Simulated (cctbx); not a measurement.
# Lattice, Laue class and space group of a new crystal

Cell: a = 4.5630 Å, b = 4.5630 Å, c = 4.5630 Å, α = 90.00°, β = 90.00°, γ = 90.00°. Expected content of the cell: Cr3 K1.

The data are simulated with cctbx, not measured: Mo Kα, λ = 0.71073 Å, to d = 0.65 Å, 70 % of the full sphere, strongest reflection 70000 counts, noise from counting, a 3 % proportional error and a noise floor of 4 counts (s.d.); no absorption.

Tests on the unmerged data give:

```text
984 reflections to d = 0.652 A
centring   violations  <I/sigma> of those
    A        364 of   483      6.6
    B        365 of   502      6.5
    C        375 of   497      6.5
    I        405 of   511     12.1
    R        522 of   669     12.5
    F        552 of   741      6.5
Laue class    unique    Rint  (classes that these axes allow; Friedel mates merged)
P -1              647   0.018
P 1 2/m 1         384   0.021
P 1 1 2/m         385   0.021
P 2/m 1 1         387   0.020
P m m m           235   0.023
P 4/m             201   0.024
P 4/m m m         135   0.024
R -3 :R           238   0.023
R -3 m :R         147   0.023
P m -3             82   0.025
P m -3 m           57   0.025
space group    extra absences  I>4sigma  <I/sigma>
P 4 3 2                 0          0         -  acentric
P -4 3 m                0          0         -  acentric
P m -3 m                0          0         -  centric
Wilson B = 0.86 A^2   <|E^2-1|> = 0.942 (0.968 centric, 0.736 acentric)   E^2>4: 1.8 %
shell (A)         n   <I/sigma>
 4.56 - 1.03     20     56.7
 1.03 - 0.82     13     53.8
 0.82 - 0.72     12     58.4
 0.72 - 0.65     12     40.8
```

**Question.** What are the lattice type, the Laue class and the likely space group?

Every centring test has many violations, so the lattice is primitive.

Rint stays low (0.018 to 0.025) up to P m -3 m, the highest class in these axes.

3 settings pass the absence test. No glide or screw absences show, which leaves P 4 3 2, P -4 3 m and P m -3 m.

⟨|E²−1|⟩ = 0.942 leans to a centrosymmetric structure. The Wilson B of 0.86 Å² means U ≈ 0.0109 Å².

The true group is Pm-3m (no. 221), Laue class m-3m, centrosymmetric. The tables only narrow the choice to the tied entries; cell content, site symmetry and trial solutions must settle it.

The model is made up (kin elements in a known structure type, no relaxation), so it says nothing on whether the phase exists.

[Logs are printed without paths, hosts, clocks, repeated set-up lines and the standing remarks that a program may print on its own settings, such as how far it seeks lower states.]
